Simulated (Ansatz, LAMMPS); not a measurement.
# Glassy 56SiO2-11K2O-15CaO-11ZnO-7TiO2 (mol %) (74 atoms): a short ab initio trajectory

Wanted: a short trajectory of glassy 56SiO2-11K2O-15CaO-11ZnO-7TiO2 (mol %) (74 atoms) with its pair distributions.

Program: Ansatz 0.2.0. Level of theory: Kohn-Sham DFT, PBE, PAW (set soft_2), plane waves. Results are calculated unless marked as measured.

## 1. Starting point

The cell holds 74 atoms: 15 Si, 6 K, 4 Ca, 3 Zn, 2 Ti and 44 O. Its edges and angles: a = 10.207 Å, b = 10.207 Å, c = 10.207 Å, α = 90.0°, β = 90.0°, γ = 90.0°. 74 atoms (15 Si, 6 K, 4 Ca, 3 Zn, 2 Ti, 44 O) placed at random at 2.74 g/cm³, melted at 4000 K for 10 ps at fixed volume with the Morse and Coulomb pair potential with partial charges (Pedone, Malavasi, Menziani, Cormack and Segre, J. Phys. Chem. B 110, 11780 (2006)). Quenched from 4000 K to 300 K at 20 K/ps and fixed volume, held 10 ps at zero pressure.

What the set-up can't give: The quench rate of 20 K/ps is orders of magnitude faster than experiment, which tends to freeze in extra defects. The network of bonds at the start is that of the classical potential that made the cell. Only the Γ point is sampled, in a cell whose shortest periodic width is 10 Å.

## 2. Dynamics at 300 K

A Nosé–Hoover thermostat steers the temperature while disturbing the dynamics little. The time step is 1.0 fs.

input.yaml reads:

```yaml
crystal:
  lattice:
    - [10.20688, 0.0, 0.0]
    - [0.0, 10.20688, 0.0]
    - [0.0, 0.0, 10.20688]
  atoms:
    - { symbol: Si, position: [0.442, 0.73706, 0.35994] }
    - { symbol: Si, position: [0.16683, 0.64639, 0.31393] }
    - { symbol: Si, position: [0.47168, 0.13615, 0.50954] }
    - { symbol: Si, position: [0.99495, 0.12124, 0.64351] }
    [... 64 atom lines left out ...]
    - { symbol: O, position: [0.04177, 0.72851, 0.27435] }
    - { symbol: O, position: [0.08431, 0.60385, 0.74267] }
    - { symbol: O, position: [0.29034, 0.27035, 0.79943] }
    - { symbol: O, position: [0.39304, 0.81646, 0.7607] }
    - { symbol: O, position: [0.93764, 0.01026, 0.73391] }
    - { symbol: O, position: [0.04251, 0.24444, 0.74592] }
kpoints:
  mp_grid: { grid: [1, 1, 1] }
hamiltonian:
  xc: pbe
scf:
  occupations: { method: gaussian, width: 0.05 }
output:
  forces: true
md:
  timestep: 1.0
  n_steps: 291
  ensemble: nvt_nose_hoover
  temperature: 300
  initial_velocities: maxwell_boltzmann
  seed: 1040
```

Command:

```bash
> ansatz run input.yaml --threads 4 --pin off --max-ram 8192MiB --backend cpu --events-out ev --progress --plain --runs-dir out
```

The job ended after 28 min (4 threads of Arm Neoverse V2, shared host; peak memory 1.4 GiB; 1.7 h of CPU time).

The program notes that it switched symmetry off.

Rows from the run:

```tsv
time (fs)	T (K)	potential (meV/atom)	conserved (meV/atom)
0.0	300	0.0	0.00
19.0	451	-20.2	-0.10
39.0	465	-24.9	-0.12
58.0	489	-32.7	-0.13
78.0	406	-27.3	-0.09
97.0	398	-30.1	-0.12
116.0	384	-31.2	-0.12
136.0	393	-35.2	-0.16
155.0	400	-39.1	-0.15
175.0	359	-37.4	-0.14
194.0	318	-35.3	-0.14
213.0	314	-37.3	-0.15
233.0	320	-40.5	-0.15
252.0	306	-40.9	-0.15
272.0	316	-44.2	-0.15
291.0	307	-45.4	-0.16
```

Mean square displacement from the first frame to the last: Si 0.047 Å², K 0.23 Å², Ca 0.056 Å², Zn 0.042 Å², Ti 0.030 Å², O 0.11 Å².

Mean square displacement against time lag:

```tsv
time lag (fs)	Ca (Å²)	K (Å²)	O (Å²)	Si (Å²)	Ti (Å²)	Zn (Å²)
1.0	2.1e-5	2.6e-5	5.8e-5	3.7e-5	1.6e-5	1.1e-5
7.0	0.00104	0.00126	0.00273	0.00173	7.5e-4	5.2e-4
13.0	0.00355	0.00433	0.00841	0.00512	0.00242	0.00179
25.0	0.0125	0.0156	0.0221	0.0113	0.00713	0.00637
31.0	0.0185	0.0235	0.0286	0.0128	0.00956	0.00949
37.0	0.0252	0.0327	0.0350	0.0138	0.0118	0.0130
43.0	0.0323	0.0428	0.0411	0.0149	0.0140	0.0168
49.0	0.0395	0.0537	0.0466	0.0163	0.0160	0.0208
61.0	0.0538	0.0766	0.0548	0.0193	0.0200	0.0288
67.0	0.0606	0.0882	0.0582	0.0211	0.0219	0.0326
73.0	0.0668	0.0995	0.0619	0.0230	0.0235	0.0362
79.0	0.0726	0.110	0.0656	0.0249	0.0250	0.0395
85.0	0.0779	0.121	0.0692	0.0265	0.0264	0.0426
97.0	0.0869	0.139	0.0754	0.0293	0.0288	0.0482
103.0	0.0906	0.147	0.0781	0.0307	0.0298	0.0508
109.0	0.0937	0.154	0.0803	0.0319	0.0306	0.0535
115.0	0.0964	0.160	0.0819	0.0327	0.0312	0.0561
121.0	0.0985	0.166	0.0827	0.0330	0.0317	0.0588
133.0	0.101	0.175	0.0828	0.0334	0.0329	0.0641
139.0	0.102	0.179	0.0828	0.0342	0.0335	0.0666
146.0	0.102	0.183	0.0827	0.0355	0.0341	0.0694
```

Over the second half of 291 fs the temperature averages 339 K, falling from about 379 to 331 K (means over the first and last quarter of that half). The conserved energy stays within 0.18 meV/atom. From first frame to last K has the largest mean square displacement, 0.23 Å² at the end; the farthest move is 0.82 Å. The count of bonds goes from 156 in the first frame to 158 in the last, by one set of cutoffs: 6 pairs passed out of them and 8 came within. The run spans 0.29 ps, too short for its means to be equilibrium values.

## 3. Local order late in the run

The g(r) is a mean over the second half; what follows it is taken at the last frame.

Density 2.83 g/cm³, 14.37 Å³ an atom.

Mean of 14 frames. g(r), total and by pair (bins of 0.2 Å):

```tsv
r (Å)	total	O-O	O-Si	O-K	O-Ca	O-Zn	O-Ti
1.50	0.57	0.00	2.37	0.00	0.00	0.00	0.00
1.70	2.95	0.00	11.86	0.00	0.00	0.00	2.66
1.90	0.56	0.00	0.00	0.00	0.00	5.77	8.69
2.10	0.25	0.00	0.00	0.00	1.11	3.10	0.90
2.30	0.33	0.00	0.00	0.00	5.08	0.14	0.00
2.50	0.63	1.15	0.00	1.06	1.76	0.25	0.00
2.70	1.82	4.24	0.00	2.02	1.23	0.88	0.00
2.90	0.90	1.22	0.00	2.93	0.65	0.19	0.20
3.10	0.86	0.76	0.08	1.75	0.26	0.24	0.18
3.30	0.91	0.79	0.57	1.20	0.36	0.49	0.13
3.50	0.99	0.72	1.05	0.87	0.57	0.43	0.52
3.70	1.01	0.77	1.34	0.82	0.52	1.13	1.04
3.90	1.02	0.79	1.54	0.62	0.63	1.52	0.81
4.10	1.06	0.75	1.77	0.81	1.28	1.03	1.26
4.30	1.04	0.74	1.67	0.89	0.84	1.19	2.17
4.50	0.99	0.90	0.91	0.99	1.29	1.32	2.20
4.70	1.05	0.96	1.04	1.20	1.64	1.40	1.34
4.90	1.09	1.25	0.63	1.83	1.19	1.13	0.44
```

Bonds by pair of elements; cutoffs follow the first minimum of g(r), held within bounds set by covalent radii, and pairs that aren't listed don't count as bonded:

```tsv
pair A-B	cutoff (Å)	bonds	mean length (Å)	spread (Å)	shortest (Å)	B about A	A about B
O-Si	2.12	60	1.65	0.051	1.56	1.36	4
O-K	3.58	54	3.00	0.276	2.51	1.23	9
O-Ca	3.08	24	2.44	0.244	2.10	0.545	6
O-Zn	2.38	11	1.96	0.098	1.85	0.25	3.67
O-Ti	2.64	9	1.89	0.077	1.72	0.205	4.5
```

How many atoms have how many bonded neighbours:

```tsv
element	mean	2	3	4	5	6	7	8	9	10
Ca	6	0	0	0	1	2	1	0	0	0
K	9	0	0	0	0	0	1	1	1	3
O	3.59	2	18	20	4	0	0	0	0	0
Si	4	0	0	15	0	0	0	0	0	0
Ti	4.5	0	0	1	1	0	0	0	0	0
Zn	3.67	0	1	2	0	0	0	0	0	0
```

Bond angles, per cent of each kind in bins of 5°:

```tsv
angle (°)	O-Si-O	K-O-Si	O-Ca-O	Ca-O-K
55–60	0.0	0.0	9.8	0.0
60–65	0.0	0.0	0.0	0.0
65–70	0.0	1.5	3.3	0.0
70–75	0.0	1.5	3.3	0.0
75–80	0.0	10.1	9.8	22.2
80–85	0.0	8.7	9.8	11.1
85–90	0.0	7.2	11.5	14.8
90–95	0.0	14.5	3.3	11.1
95–100	2.2	10.1	8.2	3.7
100–105	17.8	10.1	3.3	3.7
105–110	40.0	4.3	1.6	3.7
110–115	24.4	8.7	6.6	0.0
115–120	12.2	1.5	3.3	3.7
120–125	2.2	8.7	1.6	7.4
125–130	1.1	2.9	0.0	7.4
130–135	0.0	1.5	4.9	0.0
135–140	0.0	2.9	3.3	0.0
140–145	0.0	5.8	3.3	3.7
145–150	0.0	0.0	4.9	0.0
150–155	0.0	0.0	1.6	0.0
155–160	0.0	0.0	3.3	0.0
160–165	0.0	0.0	1.6	0.0
165–170	0.0	0.0	1.6	3.7
170–175	0.0	0.0	0.0	3.7
```

Bond angles (no mean is given where the spread exceeds 20°):

```tsv
angle	count	mean (°)	spread (°)
O-Si-O	90	109	5.5
K-O-Si	69	102	19.4
O-Ca-O	61	-	-
Ca-O-K	27	-	-
```

Oxygen atoms by the number of network formers (Si, P, Ge, B, Al, As, Ga) bound to them:

```tsv
network formers bound to O	O atoms	per cent
0	3	6.8
1	22	50
2	19	43.2
```

Network units: each former by its oxygen neighbours and how many of them bridge to another former:

```tsv
former	O neighbours	bridging O	atoms
Si	4	1	2
Si	4	2	5
Si	4	3	6
Si	4	4	2
```

Bond length by coordination (bonds to H left out):

```tsv
element	coordination	atoms	mean bond length (Å)
Ca	5	1	2.43
Ca	6	2	2.39
Ca	7	1	2.54
K	7	1	3.00
K	8	1	2.94
K	9	1	2.95
K	10	3	3.04
O	2	2	1.66
O	3	18	2.13
O	4	20	2.33
O	5	4	2.51
Ti	4	1	1.83
Ti	5	1	1.94
Zn	3	1	1.96
Zn	4	2	1.96
```

Rings of the network by King's shortest-path rule, up to 12 atoms, one path for each pair of neighbours; H, halogens, alkali and alkaline-earth atoms are left out, and the last column divides by all other atoms, bonded or not:

```tsv
ring size (atoms)	rings	per network atom
8	4	0.062
10	3	0.047
12	6	0.094
```

For some of the pairs, g(r) has its first main peak near 2.7 Å (O-O), 1.6 Å (O-Si), 2.8 Å (O-K), 2.3 Å (O-Ca), 1.9 Å (O-Zn) and 1.9 Å (O-Ti). By these cutoffs 50 % of Ca atoms have 6, 50 % of K atoms have 10, 45 % of O atoms have 4 and all Si atoms have 4 bonded neighbours. The O-Si-O angle averages 109° with a spread of 6°. Counting bonds to Si alone, not to Ti and Zn, 43 % of the oxygens join two of these atoms and 50 % one; 7 % join none. The commonest Si unit has 4 oxygens, 3 of them shared with other formers (6 of 15 atoms). Rings of 12 atoms are the most common (46 % of those counted); sizes run from 8 to 12, where the search stops.

## 4. Single point at the last frame

The last frame is solved again with fuller output, to read the electronic structure of a thermally displaced geometry.

input.yaml reads:

```yaml
crystal:
  lattice:
    - [10.20688, 0.0, 0.0]
    - [0.0, 10.20688, 0.0]
    - [0.0, 0.0, 10.20688]
  atoms:
    - { symbol: Si, position: [0.43494, 0.72538, 0.35291] }
    - { symbol: Si, position: [0.15049, 0.66155, 0.32875] }
    - { symbol: Si, position: [0.46962, 0.1258, 0.49412] }
    - { symbol: Si, position: [0.98651, 0.11665, 0.62214] }
    [... 64 atom lines left out ...]
    - { symbol: O, position: [0.02741, 0.76119, 0.29535] }
    - { symbol: O, position: [0.08608, 0.59964, 0.73967] }
    - { symbol: O, position: [0.30564, 0.25554, 0.75935] }
    - { symbol: O, position: [0.42388, 0.7941, 0.77129] }
    - { symbol: O, position: [0.95293, 0.00735, 0.73965] }
    - { symbol: O, position: [0.0508, 0.24574, 0.7124] }
kpoints:
  mp_grid: { grid: [1, 1, 1] }
hamiltonian:
  xc: pbe
scf:
  occupations: { method: gaussian, width: 0.05 }
output:
  forces: true
  stress: true
  populations: true
  dos:
    method: { smearing: { sigma: 0.1 } }
    de: 0.1
    projected: { site_lists: { Ca: [Ca], K: [K], O: [O], Si: [Si], Ti: [Ti] } }
  eigenvalues: true
  write_density: true
  write_potential: true
  volumetric_format: npy
```

It took 17 s on 4 threads; peak memory 1.4 GiB.

Numbers from this run:

| Property | Result |
| --- | --- |
| free energy | -66034.2325 eV |
| free energy per atom | -892.3545 eV/atom |
| SCF cycles | 11 |
| pressure | 0.4396 GPa |
| r.m.s. force component | 0.7827 eV/Å |
| longest force | 3.294 eV/Å |
| Fermi energy | 5.45 eV |
| gap (highest filled to lowest empty level) | 2.359 eV |
| spilling of the projection | 0.01124 |

Neighbours are counted within 2.12 Å (O-Si), 3.58 Å (O-K), 3.08 Å (O-Ca), 2.38 Å (O-Zn), 2.64 Å (O-Ti), the cutoffs taken from the dynamics.

Length of the force by element and coordination:

```tsv
element	coordination	atoms	mean length of the force (eV/Å)	spread	least	most
Ca	all	4	0.927	0.344	0.589	1.49
Ca	5	1	0.916	0	0.916	0.916
Ca	6	2	1.04	0.450	0.589	1.49
Ca	7	1	0.715	0	0.715	0.715
K	all	6	0.379	0.262	0.0463	0.797
K	7	1	0.404	0	0.404	0.404
K	8	1	0.231	0	0.231	0.231
K	9	1	0.797	0	0.797	0.797
K	10	3	0.280	0.247	0.0463	0.622
O	all	44	1.10	0.605	0.247	3.10
O	2	2	0.862	0.532	0.329	1.39
O	3	18	1.26	0.738	0.412	3.10
O	4	20	1.05	0.454	0.297	2.03
O	5	4	0.803	0.394	0.247	1.28
Si	all	15	1.70	0.830	0.544	3.29
Ti	all	2	1.73	0.224	1.50	1.95
Ti	4	1	1.95	0	1.95	1.95
Ti	5	1	1.50	0	1.50	1.50
Zn	all	3	0.669	0.0376	0.634	0.721
Zn	3	1	0.721	0	0.721	0.721
Zn	4	2	0.643	0.0091	0.634	0.652
```

Löwdin charges by element and coordination (they lack the spilled electrons, 0.073 e an atom on average):

```tsv
element	coordination	atoms	mean charge (e)	spread	least	most
Ca	all	4	1.76	0.0102	1.75	1.78
Ca	5	1	1.78	0	1.78	1.78
Ca	6	2	1.76	0.0033	1.75	1.76
Ca	7	1	1.76	0	1.76	1.76
K	all	6	0.845	0.0126	0.827	0.857
K	7	1	0.839	0	0.839	0.839
K	8	1	0.827	0	0.827	0.827
K	9	1	0.832	0	0.832	0.832
K	10	3	0.857	4.0e-4	0.856	0.857
O	all	44	-0.882	0.116	-1.28	-0.705
O	2	2	-0.793	0.003	-0.796	-0.790
O	3	18	-0.841	0.0863	-1.02	-0.705
O	4	20	-0.922	0.129	-1.28	-0.738
O	5	4	-0.912	0.107	-1.03	-0.791
Si	all	15	1.66	0.0568	1.53	1.76
Ti	all	2	1.36	0.0821	1.28	1.44
Ti	4	1	1.28	0	1.28	1.28
Ti	5	1	1.44	0	1.44	1.44
Zn	all	3	1.50	0.0038	1.49	1.50
Zn	3	1	1.49	0	1.49	1.49
Zn	4	2	1.50	0.0039	1.50	1.50
```

States in the cell by windows of 1 eV, zero at the Fermi level; the larger projections on atomic orbitals stand beside the total:

```tsv
from (eV)	to (eV)	total	O p	Si p	Ti d
-10	-9	7.5	5.0	0.6	0.0
-9	-8	9.7	6.7	1.1	0.1
-8	-7	14.6	10.6	2.3	0.1
-7	-6	27.9	16.8	2.6	0.8
-6	-5	44.8	24.2	2.5	0.5
-5	-4	51.9	40.8	2.2	1.5
-4	-3	53.4	47.2	1.3	0.8
-3	-2	46.9	42.7	0.8	0.3
-2	-1	31.3	28.4	0.4	0.1
-1	1	0.0	0.0	0.0	0.0
1	2	6.1	1.0	0.1	4.7
2	3	7.9	1.0	0.1	4.4
3	4	9.7	1.6	0.3	4.7
4	5	15.0	1.4	1.4	0.4
```

Between -26 and -10 eV lie 154 more states.

The stored curve holds about 442 of the 478 electrons; the rest, give or take the few that broadening carries across the Fermi level, lie in deeper levels below its range.

Not all projections were asked for or kept, so they needn't add up to the total.

The levels nearest the highest filled one (over half full), pooled over k-points and spins:

```tsv
level less the highest filled one (eV)	occupation
-0.322	2
-0.314	2
-0.249	2
-0.133	2
-0.0596	2
0	2
2.36	0
2.61	0
2.81	0
3.30	0
3.46	0
3.65	0
```

Mean Löwdin charges: Ca +1.76, K +0.84, O -0.88, Si +1.66, Ti +1.36, Zn +1.50 e (they miss 1.1 % of the electrons, so they add up to more than the cell's charge). The largest share in the top eV of filled states is O p (97 % of the projected weight), and in the lowest eV of empty states Ti d (77 % of the projected weight).

## 5. Summary of results

* mean temperature, second half: 338.7 K
* temperature swing, second half: 27.89 K
* slope of the conserved energy against time, by least squares: -0.2421 meV/atom/ps
* free energy per atom: -892.3545 eV/atom
* pressure: 0.4396 GPa
* r.m.s. force component: 0.7827 eV/Å
* gap (highest filled to lowest empty level): 2.359 eV
* wall time of the 2 DFT runs: 28 min

**Reading.** Over the second half of 291 fs the temperature averages 339 K, falling from about 379 to 331 K (means over the first and last quarter of that half). The conserved energy stays within 0.18 meV/atom. The count of bonds goes from 156 in the first frame to 158 in the last, by one set of cutoffs: 6 pairs passed out of them and 8 came within. The run spans 0.29 ps, too short for its means to be equilibrium values. By these cutoffs 50 % of Ca atoms have 6, 50 % of K atoms have 10, 45 % of O atoms have 4 and all Si atoms have 4 bonded neighbours. Counting bonds to Si alone, not to Ti and Zn, 43 % of the oxygens join two of these atoms and 50 % one; 7 % join none. The highest filled and lowest empty levels differ by 2.36 eV (at Γ alone); a semilocal functional tends to put such gaps too low. In a disordered cell it changes from sample to sample, and tail or defect levels can set it.

What to keep in mind: The network of bonds at the start is that of the classical potential that made the cell; in DFT 6 of its 156 bonded pairs passed out of the cutoffs and 8 came within them. The pressure of a single frame lacks the kinetic term, about 0.33 GPa here.

[Logs are printed without paths, hosts, clocks, repeated set-up lines and the standing remarks that a program may print on its own settings, such as how far it seeks lower states.]

[Hosts, paths, dates, database ids (printed as entryN), source tags and the programs' standing remarks are cut or masked in the printed files.]
